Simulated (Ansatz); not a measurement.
## Structural relaxation of graphene zigzag nanoribbon, H-capped, B on C sites (72 atoms)

Wanted: the relaxed structure of graphene zigzag nanoribbon, H-capped, B on C sites (72 atoms) and its electronic structure.

Method: Kohn-Sham DFT, PBEsol, PAW (set soft_2), plane waves, in Ansatz 0.2.0.

### Step 1. Starting point

The cell holds 72 atoms: 43 C, 5 B and 24 H. Cell: a = 29.520 Å, b = 15.021 Å, c = 10.000 Å, α = 90.0°, β = 90.0°, γ = 90.0°. It derives from C (graphene) and B. Graphene (a = 2.46 Å), rectangular cell with x along the zigzag direction; strip nominally 6 Å wide, 12 periods, edges capped with H, 10 Å of vacuum, 5 of 48 C replaced by B at random; not relaxed, displaced by a Gaussian of 0.02 Å. Regions: sheet, 48 atoms (43 C and 5 B); hydrogen, 24 atoms (24 H). Vacuum lies along b and c. The structure repeats along a.

Limits known from the start: The main run has no spin polarisation, so any moments at edges, vacancies or dangling bonds can't form in it. The electron count is odd and the run has no spin polarisation, so levels at the top are partly filled by construction. Only the Γ point is sampled, in a cell whose periodic width is 30 Å.

### Step 2. Single point at the start

A single point comes first, to see the forces before anything moves.

input.yaml reads:

```yaml
crystal:
  lattice:
    - [29.52, 0.0, 0.0]
    - [0.0, 15.02056, 0.0]
    - [0.0, 0.0, 10.0]
  atoms:
    - { symbol: C, position: [0.99949, 0.45412, 0.50244] }
    - { symbol: C, position: [0.04102, 0.40749, 0.49822] }
    - { symbol: C, position: [0.04234, 0.59307, 0.49811] }
    - { symbol: C, position: [0.99974, 0.54743, 0.50248] }
    - { symbol: C, position: [0.08307, 0.4553, 0.49707] }
    - { symbol: C, position: [0.1262, 0.40727, 0.50503] }
    - { symbol: C, position: [0.12485, 0.59152, 0.49859] }
    - { symbol: B, position: [0.08237, 0.54956, 0.49814] }
    - { symbol: C, position: [0.16659, 0.4529, 0.49859] }
    - { symbol: C, position: [0.20855, 0.40397, 0.49575] }
    - { symbol: C, position: [0.20894, 0.59172, 0.5015] }
    - { symbol: C, position: [0.16595, 0.54809, 0.49785] }
    - { symbol: C, position: [0.24901, 0.4517, 0.49946] }
    - { symbol: C, position: [0.29186, 0.40404, 0.50219] }
    - { symbol: C, position: [0.29258, 0.59502, 0.50067] }
    - { symbol: C, position: [0.25001, 0.54904, 0.49896] }
    - { symbol: C, position: [0.33295, 0.45424, 0.50141] }
    - { symbol: C, position: [0.37487, 0.40478, 0.49956] }
    - { symbol: C, position: [0.37513, 0.594, 0.50159] }
    - { symbol: B, position: [0.33234, 0.54737, 0.49982] }
    - { symbol: C, position: [0.41582, 0.4554, 0.50192] }
    - { symbol: C, position: [0.45829, 0.40808, 0.49826] }
    - { symbol: C, position: [0.45819, 0.59664, 0.50098] }
    - { symbol: C, position: [0.41625, 0.54968, 0.50119] }
    - { symbol: C, position: [0.5, 0.45262, 0.50256] }
    - { symbol: B, position: [0.54074, 0.40459, 0.50127] }
    - { symbol: C, position: [0.54286, 0.59495, 0.50001] }
    - { symbol: C, position: [0.50057, 0.54807, 0.50002] }
    - { symbol: B, position: [0.58364, 0.45264, 0.50238] }
    - { symbol: C, position: [0.62545, 0.40552, 0.497] }
    - { symbol: C, position: [0.62667, 0.59468, 0.49729] }
    - { symbol: C, position: [0.58282, 0.54591, 0.49828] }
    - { symbol: C, position: [0.66699, 0.45165, 0.50472] }
    - { symbol: C, position: [0.70779, 0.40309, 0.49883] }
    - { symbol: B, position: [0.70922, 0.59391, 0.50056] }
    - { symbol: C, position: [0.66698, 0.54706, 0.49968] }
    - { symbol: C, position: [0.75013, 0.45238, 0.50385] }
    - { symbol: C, position: [0.79255, 0.40311, 0.50038] }
    - { symbol: C, position: [0.79108, 0.59469, 0.49877] }
    - { symbol: C, position: [0.74996, 0.54664, 0.5021] }
    - { symbol: C, position: [0.83377, 0.45385, 0.49427] }
    - { symbol: C, position: [0.87484, 0.40401, 0.50169] }
    - { symbol: C, position: [0.87475, 0.59772, 0.50099] }
    - { symbol: C, position: [0.83292, 0.54762, 0.49906] }
    - { symbol: C, position: [0.91769, 0.45309, 0.5011] }
    - { symbol: C, position: [0.95842, 0.40144, 0.4992] }
    - { symbol: C, position: [0.95815, 0.59441, 0.49835] }
    - { symbol: C, position: [0.91639, 0.54594, 0.49899] }
    - { symbol: H, position: [0.0408, 0.33089, 0.50184] }
    - { symbol: H, position: [0.04268, 0.66859, 0.50144] }
    - { symbol: H, position: [0.12597, 0.3328, 0.49818] }
    - { symbol: H, position: [0.12511, 0.66852, 0.50136] }
    - { symbol: H, position: [0.20812, 0.33459, 0.49542] }
    - { symbol: H, position: [0.20946, 0.66455, 0.49892] }
    - { symbol: H, position: [0.2916, 0.33193, 0.50085] }
    - { symbol: H, position: [0.29157, 0.66816, 0.50425] }
    - { symbol: H, position: [0.3745, 0.33022, 0.49971] }
    - { symbol: H, position: [0.37528, 0.66598, 0.49969] }
    - { symbol: H, position: [0.45779, 0.3344, 0.49766] }
    - { symbol: H, position: [0.45878, 0.66703, 0.50171] }
    - { symbol: H, position: [0.54063, 0.33483, 0.50288] }
    - { symbol: H, position: [0.54191, 0.66799, 0.49878] }
    - { symbol: H, position: [0.62476, 0.33269, 0.5009] }
    - { symbol: H, position: [0.62535, 0.66707, 0.49601] }
    - { symbol: H, position: [0.70917, 0.333, 0.49985] }
    - { symbol: H, position: [0.70747, 0.66755, 0.4972] }
    - { symbol: H, position: [0.79063, 0.3315, 0.49994] }
    - { symbol: H, position: [0.79157, 0.66463, 0.49992] }
    - { symbol: H, position: [0.87491, 0.33221, 0.50095] }
    - { symbol: H, position: [0.87485, 0.665, 0.50369] }
    - { symbol: H, position: [0.95734, 0.33164, 0.50211] }
    - { symbol: H, position: [0.95819, 0.66685, 0.49996] }
kpoints:
  mp_grid: { grid: [1, 1, 1] }
hamiltonian:
  xc: pbesol
scf:
  occupations: { method: gaussian, width: 0.05 }
output:
  forces: true
  populations: intrinsic
  dos:
    method: { smearing: { sigma: 0.08 } }
    de: 0.1
    projected:
      site_lists:
        B: [B]
        C: [C]
        H: [H]
        sheet: [0, 1, 2, 3, 4, 5, 6, 7, 8, 9, 10, 11, 12, 13, 14, 15, 16, 17, 18, 19, 20, 21, 22, 23, 24, 25, 26, 27, 28, 29, 30, 31, 32, 33, 34, 35, 36, 37, 38, 39, 40, 41, 42, 43, 44, 45, 46, 47]
        hydrogen: [48, 49, 50, 51, 52, 53, 54, 55, 56, 57, 58, 59, 60, 61, 62, 63, 64, 65, 66, 67, 68, 69, 70, 71]
  eigenvalues: true
```

Command:

```sh
$ ansatz run input.yaml --threads 4 --pin off --max-ram 8192MiB --backend cpu --events-out ev --progress --plain --runs-dir out
```

Numbers of over 12 decimals in the logs are rounded to 6 here.

The program printed:

```text
Engine: ansatz 0.2.0, aarch64-unknown-linux-gnu
Pseudopotentials: kind: paw
Pseudopotential: C, paw, valence charge 4, recommended cutoff 420 eV (normal), C.paw.azcp
Pseudopotential: B, paw, valence charge 3, recommended cutoff 420 eV (normal), B.paw.azcp
Pseudopotential: H, paw, valence charge 1, recommended cutoff 420 eV (normal), H.paw.azcp
[... 3 lines on functional and potentials left out ...]
Crystal: 72 atoms, lattice volume = 4434.069 Å³
Basis set: ecut = 420 eV, 86621 PW (Γ), exchange–correlation on 400×216×144 points (8 copies of the dense FFT grid, shifted against one another)
Bands: 178, of which v1, the nominal top of the filled ones, is band 106 counted from 1 (105 counted from 0)
Symmetry: 1 space group operations
Space group: P1 (ITA 1), of the structure as read, at distance tolerance 1.6e-4 Å
k-points: 1
[... 9 lines on functional and potentials left out ...]
Initial density: superposition of atomic densities (neutral atoms: chi_scale 0, normalization atom), corrected by the library's trained network
Initial wavefunctions: pseudopotential atomic-orbital guess
Functional: x = pbesol(κ = 0.804, μ = 0.123457), c = pbesol(β = 0.046)
SCF iter   1: F=—  HF=-11730.951948 eV  |F-HF|=—  |Δ(HF+E_count)|=         —  Δρ=4.86e-3  dr2=3.26e0  ethr=1.77e-3  ⟨swp⟩=7.0  Hψ=918  notcnv=0  defer=50
preconditioner: auto → LDOS  [insulator: Δε(μ)=0.830 eV  Ē_g=12.732 eV  σ=0.050 eV  W_gap=0.50  n_scr=332 (ndim 8)  ℏωp=8.1 eV  f_vac=0.794  D(μ)=22.61/eV (n_scr^D=70)  ε∞_Penn≈1.4  β→1.0]
SCF iter   2: F=—  HF=-11730.770652 eV  |F-HF|=—  |Δ(HF+E_count)|=   1.81e-1  Δρ=5.55e-3  dr2=2.85e0  ethr=1.54e-3  ⟨swp⟩=2.0  Hψ=308  notcnv=0  defer=67
SCF iter   3: F=—  HF=-11730.459624 eV  |F-HF|=—  |Δ(HF+E_count)|=   3.11e-1  Δρ=1.83e-3  dr2=5.12e-1  ethr=1.35e-3  ⟨swp⟩=2.0  Hψ=178  notcnv=0  defer=67
SCF iter   4: F=—  HF=-11730.441335 eV  |F-HF|=—  |Δ(HF+E_count)|=   1.83e-2  Δρ=1.39e-3  dr2=2.31e-1  ethr=2.43e-4  ⟨swp⟩=2.0  Hψ=295  notcnv=0  defer=67
SCF iter   5: F=—  HF=-11730.425610 eV  |F-HF|=—  |Δ(HF+E_count)|=   1.57e-2  Δρ=8.57e-4  dr2=9.80e-2  ethr=1.10e-4  ⟨swp⟩=2.0  Hψ=201  notcnv=0  defer=67
SCF iter   6: F=—  HF=-11730.421230 eV  |F-HF|=—  |Δ(HF+E_count)|=   4.38e-3  Δρ=5.55e-4  dr2=3.48e-2  ethr=4.64e-5  ⟨swp⟩=2.0  Hψ=139  notcnv=0  defer=67
SCF iter   7: F=—  HF=-11730.421151 eV  |F-HF|=—  |Δ(HF+E_count)|=   7.89e-5  Δρ=4.22e-4  dr2=1.74e-2  ethr=1.65e-5  ⟨swp⟩=2.0  Hψ=140  notcnv=0  defer=67
SCF iter   8: F=—  HF=-11730.421032 eV  |F-HF|=—  |Δ(HF+E_count)|=   1.19e-4  Δρ=3.06e-4  dr2=1.08e-2  ethr=8.25e-6  ⟨swp⟩=2.0  Hψ=189  notcnv=0  defer=67
SCF iter   9: F=—  HF=-11730.420954 eV  |F-HF|=—  |Δ(HF+E_count)|=   7.82e-5  Δρ=2.26e-4  dr2=5.60e-3  ethr=5.10e-6  ⟨swp⟩=3.0  Hψ=197  notcnv=0  defer=67
SCF iter  10: F=—  HF=-11730.420968 eV  |F-HF|=—  |Δ(HF+E_count)|=   1.40e-5  Δρ=1.63e-4  dr2=3.04e-3  ethr=2.65e-6  ⟨swp⟩=2.0  Hψ=126  notcnv=0  defer=67
[...]
SCF iter  21: F=—  HF=-11730.421475 eV  |F-HF|=—  |Δ(HF+E_count)|=   4.24e-6  Δρ=7.05e-6  dr2=5.51e-6  ethr=4.48e-9  ⟨swp⟩=2.0  Hψ=112  notcnv=0  defer=67
SCF iter  22: F=—  HF=-11730.421479 eV  |F-HF|=—  |Δ(HF+E_count)|=   3.75e-6  Δρ=5.50e-6  dr2=3.47e-6  ethr=2.61e-9  ⟨swp⟩=2.0  Hψ=117  notcnv=0  defer=67
SCF iter  23: F=—  HF=-11730.421480 eV  |F-HF|=—  |Δ(HF+E_count)|=   1.92e-6  Δρ=4.25e-6  dr2=2.20e-6  ethr=1.64e-9  ⟨swp⟩=1.0  Hψ=111  notcnv=0  defer=67
SCF iter  24: F=—  HF=-11730.421482 eV  |F-HF|=—  |Δ(HF+E_count)|=   1.15e-6  Δρ=3.54e-6  dr2=1.39e-6  ethr=1.04e-9  ⟨swp⟩=2.0  Hψ=114  notcnv=0  defer=67
SCF iter  25: F=—  HF=-11730.421483 eV  |F-HF|=—  |Δ(HF+E_count)|=   9.59e-7  Δρ=2.92e-6  dr2=8.77e-7  ethr=6.59e-10  ⟨swp⟩=2.0  Hψ=115  notcnv=0  defer=67
SCF iter  26: F=—  HF=-11730.421483 eV  |F-HF|=—  |Δ(HF+E_count)|=   6.98e-7  Δρ=2.40e-6  dr2=4.98e-7  ethr=4.16e-10  ⟨swp⟩=2.0  Hψ=137  notcnv=0  defer=67
SCF iter  27: F=—  HF=-11730.421484 eV  |F-HF|=—  |Δ(HF+E_count)|=   4.15e-7  Δρ=1.93e-6  dr2=3.13e-7  ethr=2.36e-10  ⟨swp⟩=2.0  Hψ=133  notcnv=0  defer=67
SCF iter  28: F=—  HF=-11730.421484 eV  |F-HF|=—  |Δ(HF+E_count)|=   2.95e-7  Δρ=1.50e-6  dr2=1.81e-7  ethr=1.48e-10  ⟨swp⟩=2.0  Hψ=115  notcnv=0  defer=67
SCF iter  29: F=—  HF=-11730.421484 eV  |F-HF|=—  |Δ(HF+E_count)|=   2.18e-7  Δρ=1.15e-6  dr2=1.05e-7  ethr=8.58e-11  ⟨swp⟩=2.0  Hψ=115  notcnv=0  defer=67
SCF iter  30: F=-11730.421485 eV  HF=-11730.421484 eV  |F-HF|=4.60e-7  |Δ(HF+E_count)|=   1.16e-7  Δρ=8.87e-7  dr2=6.12e-8  ethr=4.74e-11  ⟨swp⟩=30.0  Hψ=2039  notcnv=0
SCF 1 converged in 30 iterations: F = -11730.421485 eV  dr2 = 6.12e-8
  greatest PAW one-centre occupation: 0.694 electrons in one spin orbital (limit 2), on the C atom at site 6 (counted from 0), in its partial waves of l = 0
SCF converged after 30 iterations
Free energy (F): -11730.421485 eV
Harris-Foulkes:  -11730.421484 eV  (|F-HF|=4.60e-7)
Internal energy: -11730.393251 eV  (E = F + TS)
E sigma→0 (E₀):  -11730.407368 eV
Entropy (-TS):   -0.028234 eV (-0.392 meV/atom)
Fermi energy:    -3.284780 eV
--- Per-component energies (eV) ---
  E_band       = -2336.200927
  E_kinetic    = 4474.514448
  E_local      = -43656.067727  (includes V_loc(G=0)·N_el)
  E_nonlocal   = 1296.681258
  E_hartree    = 19435.802580
  E_xc         = -2409.279029
  E_vxc        = -2995.233242  (∫ρ·V_xc dr)
  E_paw        = -4496.102026  (= ΣΔE_a)
  E_vpaw       = -327.669815  (= ΣTr[D̂ρ^β])
  E_aug_tail   = -0.032306  (compensation charges beyond the density's cutoff)
  E_ewald      = 13623.108675
  E_core_change = 0.980876  (= ΣΔE_core)
  E_smearing   = -0.028234  (= −TS)
  E_closure    = 0.000000  (closes the sum)
  Σ components = -11730.421485   (vs F -11730.421485, Δ=0.00e0)
--- Forces (eV/Å), atoms counted from 1 ---
  atom   1  C     -0.50234188    -3.75909512    -0.41246856
  atom   2  C      1.57457783    -0.72345496     0.28685365
  atom   3  C     -5.90464810     3.97255374     0.39291109
  atom   4  C     -0.20688246     2.73958048    -0.41380238
  atom   5  C      0.10212833    -6.42731864     0.54057623
  atom   6  C     -2.51679424    -0.33524419    -0.97336119
  atom   7  C      2.96516458     4.40431293     0.07683280
  atom   8  B      2.25777026    -1.05908982    -0.19220944
  atom   9  C      0.99443501    -1.56877827     0.07638627
  atom  10  C     -0.76057887     3.53664974     0.29098124
  atom  11  C     -1.35721681     0.63123654    -0.40537181
  atom  12  C      1.68022376     0.57510939     0.26116520
  atom  13  C      1.74097553    -1.24070457    -0.13808189
  atom  14  C     -0.34758655     2.08723319    -0.22426692
[...]
atom  71  H      0.13560957    -1.54332994    -0.03477705
  atom  72  H     -0.01483171     0.17404476    -0.07541152
  max |Σ_I F_I| component: 3.54e-5 eV/Å
--- Band table (eV) ---
  k-point 0: bands = ["-21.3740", "-21.0592", "-20.7327", "-20.5905", [... 162 levels ...], "2.8833", "2.9482", "2.9633", "2.9881", "3.0233", "3.0631", "3.0734", "3.1127", "3.1142", "3.2037", "3.2252", "3.2381"]
--- intrinsic populations: 72 sites ---
  site symbol       q [e]
     0      C      4.0003
     1      C      4.1342
     2      C      4.2335
[...]
71      H      0.8054
  spilling = -0.000000 (of n_electrons = 211.000000)
```

Wall time 55 s (4 threads of Arm Neoverse V2, shared host); peak memory 3.1 GiB; 3.4 min of CPU time.

Reading the cycles: dr2 is the Hartree energy of the density residual (eV), the measure of convergence; HF is the Harris–Foulkes estimate of the energy, which meets the free energy F at convergence.

Read from the output:

```yaml
free_energy: -11730.4215 eV
free_energy_per_atom: -162.9225 eV/atom
scf_cycles: 30
r_m_s_force_component: 1.805 eV/Å
longest_force: 7.155 eV/Å
fermi_energy: -3.285 eV
levels_partly_filled_by_over_2_per_cent: 1
```

The r.m.s. force component of 1.8 eV/Å sets the starting point.

Length of the force by element:

| element | coordination | atoms | mean length of the force (eV/Å) | spread | least | most |
| --- | --- | --- | --- | --- | --- | --- |
| B | all | 5 | 2.30 | 0.722 | 1.01 | 3.24 |
| C | all | 43 | 3.33 | 1.71 | 0.926 | 7.16 |
| H | all | 24 | 1.24 | 1.22 | 0.0933 | 5.53 |

### Step 3. Relaxation

The atoms are relaxed in the fixed cell, aiming at the force tolerance of the input.

input.yaml, the sections that differ from step 2:

```yaml
output:
  forces: true
relax:
  f_tol: 0.05
  max_steps: 149
# crystal, kpoints, hamiltonian, scf: as in step 2
```

The program printed:

```text
[...]
Crystal: 72 atoms, lattice volume = 4434.069 Å³
Basis set: ecut = 420 eV, 86621 PW (Γ), exchange–correlation on 400×216×144 points (8 copies of the dense FFT grid, shifted against one another)
Bands: 178, of which v1, the nominal top of the filled ones, is band 106 counted from 1 (105 counted from 0)
Symmetry: 1 space group operations
[...]
k-points: 1
[...]
SCF iter   1: F=—  HF=-11730.951948 eV  |F-HF|=—  |Δ(HF+E_count)|=         —  Δρ=4.86e-3  dr2=3.26e0  ethr=1.77e-3  ⟨swp⟩=7.0  Hψ=918  notcnv=0  defer=50
[...]
SCF iter  17: F=-11730.421451 eV  HF=-11730.421452 eV  |F-HF|=4.42e-7  |Δ(HF+E_count)|=   2.28e-5  Δρ=2.22e-5  dr2=4.89e-5  ethr=2.96e-8  ⟨swp⟩=4.0  Hψ=478  notcnv=0
SCF 1 converged in 17 iterations: F = -11730.421451 eV  dr2 = 4.89e-5
[...]
relax step   1: F+E_penalty+E_count = -11730.42145107 eV  Δ(F+E_penalty+E_count) = +0.000e0 eV  max|allowed force component| = 7.151e0 eV/Å  Δτ_max = 0.0000 Å  (17 SCF iters, dr2 threshold 6.25e-5 eV, accepted)
[...]
relax step   2: F+E_penalty+E_count = -11735.17637165 eV  Δ(F+E_penalty+E_count) = -4.755e0 eV  max|allowed force component| = 2.876e0 eV/Å  Δτ_max = 0.1946 Å  (13 SCF iters, dr2 threshold 1.00e-4 eV, accepted)
[...]
relax step   3: F+E_penalty+E_count = -11736.46662212 eV  Δ(F+E_penalty+E_count) = -1.290e0 eV  max|allowed force component| = 4.416e-1 eV/Å  Δτ_max = 0.1988 Å  (12 SCF iters, dr2 threshold 1.00e-4 eV, accepted)
[...]
relax step   4: F+E_penalty+E_count = -11736.72708137 eV  Δ(F+E_penalty+E_count) = -2.605e-1 eV  max|allowed force component| = 3.758e-1 eV/Å  Δτ_max = 0.2000 Å  (12 SCF iters, dr2 threshold 1.22e-5 eV, accepted)
relax step   5: F+E_penalty+E_count = -11736.84291307 eV  Δ(F+E_penalty+E_count) = -1.158e-1 eV  max|allowed force component| = 2.741e-1 eV/Å  Δτ_max = 0.1948 Å  (14 SCF iters, dr2 threshold 8.83e-6 eV, accepted)
relax step   6: F+E_penalty+E_count = -11736.89755871 eV  Δ(F+E_penalty+E_count) = -5.465e-2 eV  max|allowed force component| = 8.851e-2 eV/Å  Δτ_max = 0.1697 Å  (12 SCF iters, dr2 threshold 4.00e-5 eV, accepted)
[...]
relax step   7: F+E_penalty+E_count = -11736.91999069 eV  Δ(F+E_penalty+E_count) = -2.243e-2 eV  max|allowed force component| = 7.571e-2 eV/Å  Δτ_max = 0.1198 Å  (19 SCF iters, accepted)
relax step   8: F+E_penalty+E_count = -11736.92289529 eV  Δ(F+E_penalty+E_count) = -2.905e-3 eV  max|allowed force component| = 8.056e-2 eV/Å  Δτ_max = 0.0298 Å  (16 SCF iters, accepted)
relax step   9: F+E_penalty+E_count = -11736.92393471 eV  Δ(F+E_penalty+E_count) = -1.039e-3 eV  max|allowed force component| = 1.792e-2 eV/Å  Δτ_max = 0.0113 Å  (7 SCF iters, dr2 threshold 4.75e-6 eV, accepted)
[...]
relax step  10: F+E_penalty+E_count = -11736.92393710 eV  Δ(F+E_penalty+E_count) = -2.382e-6 eV  max|allowed force component| = 1.811e-2 eV/Å  Δτ_max = 0.0000 Å  (6 SCF iters, accepted)
SCF converged after 6 iterations
Free energy (F): -11736.923937 eV
[...]
Internal energy: -11736.887037 eV  (E = F + TS)
E sigma→0 (E₀):  -11736.905487 eV
Entropy (-TS):   -0.036900 eV (-0.512 meV/atom)
Fermi energy:    -3.282311 eV
[...]
--- Forces (eV/Å), atoms counted from 1 ---
  atom   1  C      0.00082781    -0.00107260    -0.00128930
  atom   2  C     -0.00291950     0.00028107     0.00254545
  atom   3  C      0.00282368     0.00136522     0.00356646
  atom   4  C      0.00295078    -0.00251983    -0.00194839
  atom   5  C      0.00044449     0.00051291     0.00095256
  atom   6  C      0.00233773     0.00022770    -0.00490806
  atom   7  C     -0.00368377    -0.00024600    -0.00198857
  atom   8  B      0.00117396     0.00208935    -0.00071050
  atom   9  C     -0.00307805    -0.00011248    -0.00035478
  atom  10  C      0.00051215    -0.00340260    -0.00015480
  atom  11  C     -0.00179414     0.00021565     0.00016322
  atom  12  C      0.00044410    -0.00135833     0.00161332
  atom  13  C     -0.00041695     0.00279920     0.00045938
  atom  14  C      0.00058549    -0.00480529    -0.00235912
[...]
atom  71  H      0.00171774     0.00092219     0.00021031
  atom  72  H     -0.00107085    -0.00198203     0.00040642
  max |Σ_I F_I| component: 5.23e-5 eV/Å
--- Relaxed structure (10 steps of the walk, 10 accepted, 0 SCFs on fresh bases) ---
  F+E_penalty+E_count = -11736.92393710 eV   max|allowed force component| = 1.811e-2 eV/Å
  atoms:
    - { symbol: C, position: [1.000849, 0.473573, 0.499495] }
    - { symbol: C, position: [0.042846, 0.429559, 0.498962] }
    - { symbol: C, position: [0.037144, 0.623621, 0.499030] }
    - { symbol: C, position: [0.998145, 0.570812, 0.499547] }
[...]
- { symbol: H, position: [0.952696, 0.682711, 0.500089] }
```

It took 3.3 min on 4 threads; peak memory 3.1 GiB.

The steps of the relaxation:

| step | energy less that of the first step (eV) | largest force component (eV/Å) |
| --- | --- | --- |
| 1 | 0.0000 | 7.1506 |
| 2 | -4.7549 | 2.8757 |
| 3 | -6.0452 | 0.4416 |
| 4 | -6.3056 | 0.3758 |
| 5 | -6.4215 | 0.2741 |
| 6 | -6.4761 | 0.0885 |
| 7 | -6.4985 | 0.0757 |
| 8 | -6.5014 | 0.0806 |
| 9 | -6.5025 | 0.0179 |
| 10 | -6.5025 | 0.0181 |

The atoms that moved most (Å):

| atom | dx | dy | dz | length |
| --- | --- | --- | --- | --- |
| H61 | -0.385 | -0.918 | -0.014 | 0.996 |
| B26 | -0.149 | -0.776 | -0.004 | 0.790 |
| H63 | 0.514 | -0.506 | -0.024 | 0.721 |
| B29 | 0.063 | -0.712 | -0.029 | 0.716 |
| C27 | -0.010 | -0.626 | 0.004 | 0.626 |
| H62 | 0.022 | -0.621 | 0.016 | 0.622 |
| C30 | 0.241 | -0.529 | 0.015 | 0.582 |
| C25 | -0.168 | -0.552 | -0.008 | 0.577 |

The relaxation changed the energy by -90.3 meV/atom, and atoms moved by 0.40 Å r.m.s., 1.00 Å at most.

(Part 1 of 2 ends here.)

[Logs are printed without paths, hosts, clocks, repeated set-up lines and the standing remarks that a program may print on its own settings, such as how far it seeks lower states.]

[Hosts, paths, dates, database ids (printed as entryN), source tags and the programs' standing remarks are cut or masked in the printed files.]
